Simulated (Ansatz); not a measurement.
# La3InB (Pm-3m): a soft mode frozen in, part 2 of 2

Wanted: the energy along a soft mode of La3InB (Pm-3m) and the structure at the end.

Ansatz 0.2.0; DFT PBEsol, scalar-relativistic, plane waves, PAW; PAW set soft_1.

So far, highest frequency on path, mesh or solved points (cm⁻¹): step 2 (response at finite wavevector) 410. Also lowest frequency on the path (cm⁻¹): step 2 -118.

### Step 6. Relaxing from the distorted cell

Starting from the lowest point found, all atoms and the cell are let go, so that strain and other modes of the same symmetry can join in.

The input, input.yaml:

```yaml
crystal:
  lattice:
    - [5.2472787968, 0.0, 0.0]
    - [0.0, 5.2472787968, 0.0]
    - [0.0, 0.0, 5.2472787968]
  atoms:
    - { symbol: La, position: [0.5, 0.0, 0.5296465078] }
    - { symbol: La, position: [0.5, 0.5296465078, 0.0] }
    - { symbol: La, position: [0.0, 0.4703534922, 0.4703534922] }
    - { symbol: In, position: [0.0, 0.0, 0.0] }
    - { symbol: B, position: [0.5, 0.5, 0.5] }
kpoints:
  mp_grid: { grid: [8, 8, 8] }
hamiltonian:
  xc: pbesol
  pseudopotentials: { kind: paw, azcp: { folder: soft_1 }, xc_functional: pbe }
scf:
  occupations: { method: methfessel_paxton, width: 0.2 }
output:
  forces: true
  stress: true
  eigenvalues: true
relax:
  adjacent_minimum: "off"
  f_tol: 0.002
  max_steps: 120
  cell: { stress_tol: 0.03 }
```

Launch:

```bash
$ ansatz run input.yaml --threads 4 --pin off --max-ram 10240MiB --backend cpu --events-out ev --progress --plain --runs-dir out
```

Standard output:

```text
[...]
Crystal: 5 atoms, lattice volume = 144.478 Å³
Basis set: ecut = 420 eV, 2801 PW (Γ), exchange–correlation on 72×72×72 points (8 copies of the dense FFT grid, shifted against one another)
Bands: 30, of which v1, the nominal top of the filled ones, is band 25 counted from 1 (24 counted from 0)
Symmetry: 4 space group operations
[...]
k-points: 105 of 512 (time reversal used)
[...]
SCF iter   1: F=—  HF=-24168.750054 eV  |F-HF|=—  |Δ(HF+E_count)|=         —  Δρ=6.87e-2  dr2=2.76e1  ethr=3.10e-3  ⟨swp⟩=4.9  Hψ=14847  notcnv=0
[...]
SCF iter   9: F=-24163.308450 eV  HF=-24163.308450 eV  |F-HF|=4.17e-9  |Δ(HF+E_count)|=   9.36e-8  S|Δr|=    0.00e0  Δρ=4.24e-6  dr2=3.02e-8  ethr=2.04e-10  ⟨swp⟩=11.9  Hψ=20676  notcnv=0
SCF 1 converged in 9 iterations: F = -24163.308450 eV  dr2 = 3.02e-8
[...]
relax step   1: F+E_penalty+E_count = -24163.30844952 eV  Δ(F+E_penalty+E_count) = +0.000e0 eV  max|allowed force component| = 7.242e-2 eV/Å  Δτ_max = 0.0000 Å  P = -0.411 GPa  Ω = 144.478 Å³  (9 SCF iters, dr2 threshold 1.00e-7 eV, accepted)
Crystal: 5 atoms, lattice volume = 142.460 Å³
Basis set: ecut = 420 eV, 2797 PW (Γ), exchange–correlation on 72×72×72 points (8 copies of the dense FFT grid, shifted against one another)
[...]
iter 1 solved again at ethr=4.90e-5 eV; its pass at ethr=3.10e-3 eV (dr2=2.40e-2 eV) is discarded
[...]
SCF iter   6: F=-24163.318493 eV  HF=-24163.318493 eV  |F-HF|=2.62e-8  |Δ(HF+E_count)|=   1.52e-7  S|Δr|=    0.00e0  Δρ=6.86e-6  dr2=1.02e-7  ethr=1.02e-9  ⟨swp⟩=10.7  Hψ=19586  notcnv=0
SCF 2 converged in 6 iterations: F = -24163.318493 eV  dr2 = 1.02e-7
relax step   2: F+E_penalty+E_count = -24163.31849307 eV  Δ(F+E_penalty+E_count) = -1.004e-2 eV  max|allowed force component| = 7.233e-2 eV/Å  Δτ_max = 0.0467 Å  P = +0.112 GPa  Ω = 142.460 Å³  energy of the carried Pulay correction = +2.058e-4 eV  (6 SCF iters, dr2 threshold 5.00e-7 eV, accepted)
Crystal: 5 atoms, lattice volume = 142.292 Å³
Basis set: ecut = 420 eV, 2809 PW (Γ), exchange–correlation on 72×72×72 points (8 copies of the dense FFT grid, shifted against one another)
[...]
SCF iter   6: F=-24163.317483 eV  HF=-24163.317483 eV  |F-HF|=4.00e-11  |Δ(HF+E_count)|=   1.38e-7  S|Δr|=    0.00e0  Δρ=3.48e-6  dr2=1.90e-8  ethr=6.67e-10  ⟨swp⟩=9.6  Hψ=17842  notcnv=0
SCF 3 converged in 6 iterations: F = -24163.317483 eV  dr2 = 1.90e-8
relax step   3: F+E_penalty+E_count = -24163.31748270 eV  Δ(F+E_penalty+E_count) = +1.010e-3 eV  max|allowed force component| = 7.876e-2 eV/Å  Δτ_max = 0.0426 Å  P = +0.089 GPa  Ω = 142.292 Å³  energy of the carried Pulay correction = +2.231e-4 eV  (6 SCF iters, dr2 threshold 3.27e-7 eV, rejected (line search))
[...]
relax step   4: F+E_penalty+E_count = -24163.31992606 eV  Δ(F+E_penalty+E_count) = -1.433e-3 eV  max|allowed force component| = 6.650e-3 eV/Å  Δτ_max = 0.0162 Å  P = -0.008 GPa  Ω = 142.716 Å³  energy of the carried Pulay correction = +1.796e-4 eV  (9 SCF iters, accepted)
[...]
relax step   5: F+E_penalty+E_count = -24163.31993990 eV  Δ(F+E_penalty+E_count) = -1.384e-5 eV  max|allowed force component| = 4.890e-3 eV/Å  Δτ_max = 0.0014 Å  P = +0.002 GPa  Ω = 142.678 Å³  energy of the carried Pulay correction = +1.835e-4 eV  (5 SCF iters, dr2 threshold 2.76e-9 eV, accepted)
[...]
relax step   6: F+E_penalty+E_count = -24163.31994407 eV  Δ(F+E_penalty+E_count) = -4.169e-6 eV  max|allowed force component| = 2.686e-3 eV/Å  Δτ_max = 0.0006 Å  P = +0.002 GPa  Ω = 142.677 Å³  energy of the carried Pulay correction = +1.836e-4 eV  (5 SCF iters, dr2 threshold 1.49e-9 eV, accepted)
[...]
relax step   7: F+E_penalty+E_count = -24163.31994524 eV  Δ(F+E_penalty+E_count) = -1.173e-6 eV  max|allowed force component| = 9.507e-4 eV/Å  Δτ_max = 0.0005 Å  P = +0.001 GPa  Ω = 142.681 Å³  energy of the carried Pulay correction = +1.831e-4 eV  (5 SCF iters, dr2 threshold 4.51e-10 eV, accepted)
[...]
SCF iter   1: F=—  HF=-24163.319794 eV  |F-HF|=—  |Δ(HF+E_count)|=         —  Δρ=1.20e-5  dr2=2.52e-8  ethr=2.41e-7  ⟨swp⟩=5.6  Hψ=24763  notcnv=0
eigensolver tolerance schedule: the retry pair's looser diagonalisation over-reported the residual by 4687.55 of it (diagonalisation noise at 0.57 of the residual, at the tolerance the schedule requests for it); recorded, not acted on — ethr = c·dr2/N_el stays at c = 1.0e-1
SCF iter   2: F=—  HF=-24163.319790 eV  |F-HF|=—  |Δ(HF+E_count)|=   4.10e-6  S|Δr|=    0.00e0  Δρ=6.26e-6  dr2=7.23e-9  ethr=5.14e-11  ⟨swp⟩=3.3  Hψ=7802  notcnv=0
[...]
SCF iter   4: F=-24163.319790 eV  HF=-24163.319790 eV  |F-HF|=1.46e-11  |Δ(HF+E_count)|=  2.44e-10  S|Δr|=    0.00e0  Δρ=1.07e-7  dr2=1.22e-11  ethr=1.00e-12  ⟨swp⟩=5.8  Hψ=19773  notcnv=0
SCF 8 converged in 4 iterations: F = -24163.319790 eV  dr2 = 1.22e-11
relax step   8: F+E_penalty+E_count = -24163.31978988 eV  Δ(F+E_penalty+E_count) = +1.554e-4 eV  max|allowed force component| = 9.670e-4 eV/Å  Δτ_max = 0.0000 Å  P = +0.000 GPa  Ω = 142.681 Å³  stress off target by 3.65e-3 GPa  SCF on the basis re-selected at this cell (its energy is not comparable with the rows above)  (4 SCF iters)
basis re-selected at this cell: Δ(F+E_penalty+E_count) = +1.554e-4 eV, ΔP = -0.001 GPa vs the last step (what re-selecting the basis moved, of the pressure what is left beyond the Pulay correction that the steps carried, after the strain that the cell walked since its last selection, with what the two solves' SCF thresholds leave and, on support functions, any second-order correction that the steps lacked; it is no m [...]
SCF converged after 4 iterations
[...]
Free energy (F): -24163.319790 eV
[...]
Internal energy: -24163.317619 eV  (E = F + TS)
E sigma→0 (E₀):  -24163.319247 eV
Entropy (-TS):   -0.002171 eV (-0.434 meV/atom)
Fermi energy:    10.292063 eV
[...]
--- Forces (eV/Å), atoms counted from 1 ---
  atom   1  La     0.00000000     0.00051898     0.00040476
  atom   2  La     0.00000000     0.00040476     0.00051898
  atom   3  La    -0.00000000    -0.00005702    -0.00005702
  atom   4  In    -0.00000000     0.00010057     0.00010057
  atom   5  B     -0.00000000    -0.00096689    -0.00096689
  max |Σ_I F_I| component: 3.98e-7 eV/Å
--- Stress (GPa, compression-positive) ---
       -0.003351      -0.000000      -0.000000
       -0.000000       0.001921       0.001725
       -0.000000       0.001725       0.001921
  P = ⅓ Tr σ = 0.0002 GPa (0.002 kbar)
--- Band table (eV; the first three rows and the last of 105) ---
  k-point 0: bands = [... 21 lower, 9.9236, 9.9347, 10.0143, 11.1986, 11.2615, 11.2670, 11.3621, 11.3672, ... 1 higher]
  k-point 1: bands = [... 21 lower, 9.7891, 10.0842, 10.0984, 10.8865, 11.1459, 11.1671, 11.3184, 11.4190, ... 1 higher]
  k-point 2: bands = [... 21 lower, 9.7549, 10.0354, 10.1612, 10.5419, 10.9759, 11.0029, 11.3930, 11.5870, ... 1 higher]
  k-point 104: bands = [... 21 lower, 7.8785, 10.7223, 10.7289, 10.7736, 11.5624, 11.8440, 11.8952, 12.0726, ... 1 higher]
--- Relaxed structure (7 steps of the walk, 6 accepted, 1 SCFs on fresh bases) ---
  F+E_penalty+E_count = -24163.31978988 eV   max|allowed force component| = 9.670e-4 eV/Å   (the final SCF, on the basis selected at the relaxed cell)
  cell:  # Å, volume = 142.6812 Å³
    - [5.220751, 0, 0]
    - [0, 5.228059, 0.054517]
    - [0, 0.054517, 5.228059]
  atoms:
    - { symbol: La, position: [0.5, -0.00195868, 0.538247] }
    - { symbol: La, position: [0.5, 0.538247, -0.00195868] }
    - { symbol: La, position: [0, 0.464051, 0.464051] }
    - { symbol: In, position: [0, -0.000222762, -0.000222762] }
    - { symbol: B, position: [0.5, 0.499883, 0.499883] }
```

The job ended after 68 s (4 threads of AMD EPYC 9B14 (Zen 4), shared host; peak memory 0.78 GiB; 4.4 min of CPU time).

Step by step:

| step | energy less that of the first step (eV) | largest force component (eV/Å) | pressure (GPa) | volume (Å³) |
| --- | --- | --- | --- | --- |
| 1 | 0.0000 | 0.0724 | -0.41 | 144.48 |
| 2 | -0.0100 | 0.0723 | 0.11 | 142.46 |
| 3 | -0.0090 | 0.0788 | 0.09 | 142.29 |
| 4 | -0.0115 | 0.0066 | -0.01 | 142.72 |
| 5 | -0.0115 | 0.0049 | 0.00 | 142.68 |
| 6 | -0.0115 | 0.0027 | 0.00 | 142.68 |
| 7 | -0.0115 | 0.0010 | 0.00 | 142.68 |
| 8* | -0.0113 | 0.0010 | 0.00 | 142.68 |

Relaxation steps marked * repeat the geometry before them on a plane-wave basis chosen anew for their cell, so energy and pressure can jump there. Relaxation step 3 was tried and not accepted.

Forces are held to the 4 operations that the program found; a distortion that breaks them can't arise in this run.

```
conventional cell, symmetrised  before  after  change
                         a (Å)   5.247  5.221  -0.5 %
                         b (Å)   7.421  7.316  -1.4 %
                         c (Å)   7.421  7.471  +0.7 %
              volume (Å³/atom)   28.90  28.54  -1.2 %
```

The atoms that moved most (Å, as changes of fractional coordinates times the final cell):

```csv
atom,dx,dy,dz,length
La3,0.000,-0.033,-0.033,0.047
La1,0.000,-0.010,0.045,0.046
La2,0.000,0.045,-0.010,0.046
```

Numbers from this step:

```yaml
pressure: 1.64e-4 GPa
volume_per_atom: 28.54 Å³
```

The distorted start has space group Amm2; the relaxation ends in Amm2.

### Step 7. The new phase in its own primitive cell

The relaxed structure is symmetrised, reduced to its primitive cell and relaxed tightly, as its phonons need.

input.yaml, the sections that differ from step 6:

```yaml
crystal:
  lattice:
    - [5.2207507886, 0.0, 0.0]
    - [0.0, 3.6582463026, 3.7353456504]
    - [0.0, -3.6582463026, 3.7353456504]
  atoms:
    - { symbol: La, position: [0.5, 0.9980413231, 0.5382471659] }
    - { symbol: La, position: [0.5, 0.5382471659, 0.9980413231] }
    - { symbol: La, position: [0.0, 0.46405104, 0.46405104] }
    - { symbol: In, position: [0.0, 0.9997772385, 0.9997772385] }
    - { symbol: B, position: [0.5, 0.4998832324, 0.4998832324] }
relax:
  adjacent_minimum: "off"
  f_tol: 0.001
  max_steps: 60
  cell: { stress_tol: 0.01 }
# kpoints, hamiltonian, scf, output: as in step 6
```

Standard output:

```text
[...]
Crystal: 5 atoms, lattice volume = 142.681 Å³
Basis set: ecut = 420 eV, 2813 PW (Γ), exchange–correlation on 72×72×72 points (8 copies of the dense FFT grid, shifted against one another)
Bands: 30, of which v1, the nominal top of the filled ones, is band 25 counted from 1 (24 counted from 0)
Symmetry: 4 space group operations
[...]
k-points: 105 of 512 (time reversal used)
[...]
cell:  # Å, volume = 142.6819 Å³
    - [5.220507, 0, 0]
    - [0, 3.658234, 3.735552]
    - [0, -3.658234, 3.735552]
  atoms:
    - { symbol: La, position: [0.5, 0.998017, 0.538304] }
    - { symbol: La, position: [0.5, 0.538304, 0.998017] }
    - { symbol: La, position: [0, 0.464053, 0.464053] }
    - { symbol: In, position: [0, 0.999812, 0.999812] }
    - { symbol: B, position: [0.5, 0.499815, 0.499815] }
[key lines of the parts left out:]
SCF converged after 4 iterations
Free energy (F): -24163.319790 eV
Fermi energy:    10.292008 eV
P = ⅓ Tr σ = -0.0007 GPa (-0.007 kbar)
```

The job ended after 25 s (4 threads; peak memory 0.78 GiB).

Little changed from the start: no atom moved by 0.005 Å and no cell edge by 0.1 %.

Numbers from this step:

* pressure: -7.50e-4 GPa

The largest force component left is 0.79 meV/Å and the pressure is -0.001 GPa, within the tolerances set. The cell now holds 28.54 Å³/atom.

### Step 8. Modes of the new phase

A relaxed structure may still be a saddle point, so its zone-centre modes are computed. No field response is asked, since the mesh shows no gap.

input.yaml, the sections that differ from step 7:

```yaml
crystal:
  lattice:
    - [5.220507242, 0.0, 0.0]
    - [0.0, 3.6582339612, 3.7355518513]
    - [0.0, -3.6582339612, 3.7355518513]
  atoms:
    - { symbol: La, position: [0.5, 0.9980165089, 0.5383040947] }
    - { symbol: La, position: [0.5, 0.5383040947, 0.9980165089] }
    - { symbol: La, position: [0.0, 0.4640529021, 0.4640529021] }
    - { symbol: In, position: [0.0, 0.9998116305, 0.9998116305] }
    - { symbol: B, position: [0.5, 0.4998148637, 0.4998148637] }
output:
  eigenvalues: true
phonons:
  method: dfpt
# kpoints, hamiltonian, scf: as in step 7
# relax: removed
```

Standard output:

```text
zone centre: on kpoints.mp_grid the ground state, and the responses unless they are solved on pairs of k-points, stand on 170 of the mesh's 512 k-points, reduced under 2 symmetry operations, with k and −k counted as one. Each operation leaves every solved displacement unchanged or reverses it
[...]
Crystal: 5 atoms, lattice volume = 142.682 Å³
Basis set: ecut = 420 eV, 2813 PW (Γ), exchange–correlation on 72×72×72 points (8 copies of the dense FFT grid, shifted against one another)
Bands: 30, of which v1, the nominal top of the filled ones, is band 25 counted from 1 (24 counted from 0)
Symmetry: 4 space group operations
k-points: 170 of 512 (irreducible under 2 space group operations, time reversal used)
[...]
SCF iter   1: F=—  HF=-24168.696688 eV  |F-HF|=—  |Δ(HF+E_count)|=         —  Δρ=6.89e-2  dr2=2.71e1  ethr=3.10e-3  ⟨swp⟩=4.9  Hψ=24134  notcnv=0
[...]
SCF iter  12: F=-24163.319790 eV  HF=-24163.319790 eV  |F-HF|=3.64e-12  |Δ(HF+E_count)|=  2.18e-11  S|Δr|=    0.00e0  Δρ=6.64e-8  dr2=7.60e-12  ethr=1.00e-12  ⟨swp⟩=12.8  Hψ=35724  notcnv=0
SCF 1 converged in 12 iterations: F = -24163.319790 eV  dr2 = 7.60e-12
[...]
DFPT response loops at Γ: preconditioner auto → Kerker (q_TF=auto, 2.283 Å⁻¹) (partly filled bands, converged f_vac=0.000); β = 1.00, the filter's whole step (`scf.mixing.beta` (0.50) is not read by the response loops under this deck's `scf.mixing.preconditioner`; to damp them name `kerker` or `kerker_dos`, under which they read `scf.mixing.beta`, and type it under 1.00, their step now; both keys bind the ground state too); Broyden in place of MSR1
SCF converged after 12 iterations
[...]
Free energy (F): -24163.319790 eV
[...]
Internal energy: -24163.317612 eV  (E = F + TS)
E sigma→0 (E₀):  -24163.319246 eV
Entropy (-TS):   -0.002178 eV (-0.436 meV/atom)
Fermi energy:    10.292008 eV
[...]
--- Band table (eV; the first three rows and the last of 170) ---
  k-point 0: bands = [... 21 lower, 9.9235, 9.9345, 10.0146, 11.1981, 11.2615, 11.2668, 11.3620, 11.3670, ... 1 higher]
  k-point 1: bands = [... 21 lower, 9.7886, 10.0841, 10.0987, 10.8863, 11.1458, 11.1671, 11.3180, 11.4187, ... 1 higher]
  k-point 2: bands = [... 21 lower, 9.7553, 10.0354, 10.1615, 10.5419, 10.9759, 11.0030, 11.3929, 11.5867, ... 1 higher]
  k-point 169: bands = [... 21 lower, 7.8788, 10.7221, 10.7288, 10.7736, 11.5621, 11.8428, 11.8959, 12.0726, ... 1 higher]
--- Phonons (Γ-DFPT): 12 representative perturbations + reference, on 170 of 512 k-points (Σ response iterations 45) ---
  k mesh reduced under 2 symmetry operations, with k and −k counted as one. Each operation leaves every solved displacement unchanged or reverses it
  ASR residual: 5.873e-5 → 0.000e0 eV/Å²; symmetrization residual: 6.141e-6 eV/Å²
  ASR residual per site (eV/Å²): 2.34e-5 2.34e-5 1.48e-5 3.99e-5 5.87e-5
[...]
non-analytic LO–TO correction: not included (Born effective charges unavailable; polar crystals: no LO–TO splitting at Γ)
```

Wall time 3.7 min (4 threads); peak memory 3.2 GiB.

Numbers from this step:

```
sum-rule residual before enforcement                    : 5.87e-5 eV/Å²
point group                                             : mm2
highest optical mode at the zone centre (no LO-TO term) : 356.2 cm⁻¹
lowest optical zone-centre mode                         : -27.35 cm⁻¹
```

Patterns of degenerate modes are one choice out of their space. Modes at Γ, with each element's share of the kinetic energy (negative means imaginary):

| mode | frequency (cm⁻¹) | symmetry | La % | In % | B % |
| --- | --- | --- | --- | --- | --- |
| 1 | -27.4 | B2 | 100 | 0 | 0 |
| 2 | 0.0 | acoustic | 77 | 21 | 2 |
| 3 | 0.0 | acoustic | 77 | 21 | 2 |
| 4 | 0.0 | acoustic | 77 | 21 | 2 |
| 5 | 40.5 | A2 | 100 | 0 | 0 |
| 6 | 65.5 | A1 | 89 | 11 | 0 |
| 7 | 73.0 | B1 | 23 | 74 | 3 |
| 8 | 73.2 | B2 | 21 | 79 | 1 |
| 9 | 77.9 | A1 | 33 | 66 | 1 |
| 10 | 95.4 | B1 | 84 | 5 | 11 |
| 11 | 100.1 | B2 | 91 | 0 | 9 |
| 12 | 108.0 | A1 | 95 | 2 | 3 |
| 13 | 251.5 | B1 | 16 | 0 | 84 |
| 14 | 284.7 | B2 | 12 | 0 | 88 |
| 15 | 356.2 | A1 | 6 | 0 | 94 |

Displacements in mode 1 (-27.4 cm⁻¹), the largest set to 1:
```
La1  0.00 -0.51  0.49
La2  0.00 -0.51 -0.49
La3  0.00  1.00  0.00
In4  0.00  0.01  0.00
B5   0.00  0.10  0.00
```

Displacements in mode 13 (251.5 cm⁻¹), the largest set to 1:
```
La1  0.02  0.00  0.00
La2  0.02  0.00  0.00
La3 -0.12  0.00  0.00
In4  0.00  0.00  0.00
B5   1.00  0.00  0.00
```

Before it was imposed, the acoustic sum rule was missed by 5.9e-5 eV/Å². Small misses are needed for a sound result but don't prove that mesh and cutoff are converged. The lowest optical mode is imaginary, 27.4i cm⁻¹, so the energy falls along it.

### Step 9. The phases reached

The phases reached along the modes that were followed are set side by side.

Energies are those of the first relaxation, on the mesh of the frozen mode; space group, volume and gap are those of the last relaxation. Phases, by row:

| mode frozen in | space group | energy from parent (meV/atom) | volume (Å³/atom) | gap on mesh (eV) | lowest zone-centre optical mode (cm⁻¹) | largest shift (Å) |
| --- | --- | --- | --- | --- | --- | --- |
| parent | Pm-3m | 0 | 28.9 | 0 | – | – |
| q = (0, 0, 0), 118i cm⁻¹ | P4mm | -1.06 | 28.84 | 0 | -59.2 | 0.114 |
| q = (0, 0, 0), 118i cm⁻¹ | R3m | -1.38 | 28.82 | 0 | -50.2 | 0.123 |
| q = (0, 0, 0), 118i cm⁻¹ | Amm2 | -12.03 | 28.54 | 0 | -27.4 | 0.269 |
| q = (0, 0, 0), 60i cm⁻¹ | P-4m2 | -14.07 | 28.46 | 0 | 37.4 | 0.309 |
| q = (0, 0, 0), 60i cm⁻¹ | R32 | -10.85 | 28.59 | 0 | -34 | 0.207 |
| q = (0, 0, 0), 60i cm⁻¹ | Amm2 | -12.03 | 28.54 | 0 | -27.4 | 0.269 |

### Step 10. What came out

* unstable mode of the parent: q = (0, 0, 0), 60i cm⁻¹
* depth at the lowest point sampled: 9.71 meV/atom
* largest atomic shift at that point: 0.22 Å
* space group reached: Amm2
* energy gained over the parent (first relaxation, on the mesh of the frozen mode): 12.0 meV/atom
* volume per atom, phase reached: 28.5 Å³
* lowest optical zone-centre mode, phase reached: -27.4 cm⁻¹
* highest optical mode at the zone centre (no LO-TO term), phase reached: 356 cm⁻¹

In words: Along this mode the structure falls into Amm2, 12.0 meV/atom below the parent. At the parent's cell the well is 9.713 meV/atom deep on the steps tried, with its lowest point at a shift of 0.22 Å. Relaxing atoms and cell changes the gain by +2.31 meV/atom against the lowest step (energies at zero smearing). The new phase still has an imaginary mode at the zone centre of its cell, so it is a saddle point on the way to a lower structure. Of the 6 patterns followed from this parent, this one ends 2.04 meV/atom above the lowest, P-4m2. Differences under 1.0 meV/atom are within the error of comparing unlike cells and meshes, so the order among close phases is not settled. Each path keeps the symmetry of its pattern, so a lower phase may lie along a pattern not tried. With no gap, or one that is small against the smearing, the frequencies hang on the k mesh and the smearing, most of all near Kohn anomalies. The phonon runs are without spin polarisation, although the cell has an odd electron count. Spin-orbit coupling is left out, which can matter for the heavy elements here. The PAW files were made for PBE and serve the other functionals too.

[Long decimals in the printed logs are rounded to 6 places.]

[Logs are printed without paths, hosts, clocks, repeated set-up lines and the standing remarks that a program may print on its own settings, such as how far it seeks lower states.]

[Hosts, paths, dates, database ids (printed as entryN), source tags and the programs' standing remarks are cut or masked in the printed files.]

[Where the starting crystal was built by hand or by swapping elements, it need not be the compound's stable phase.]
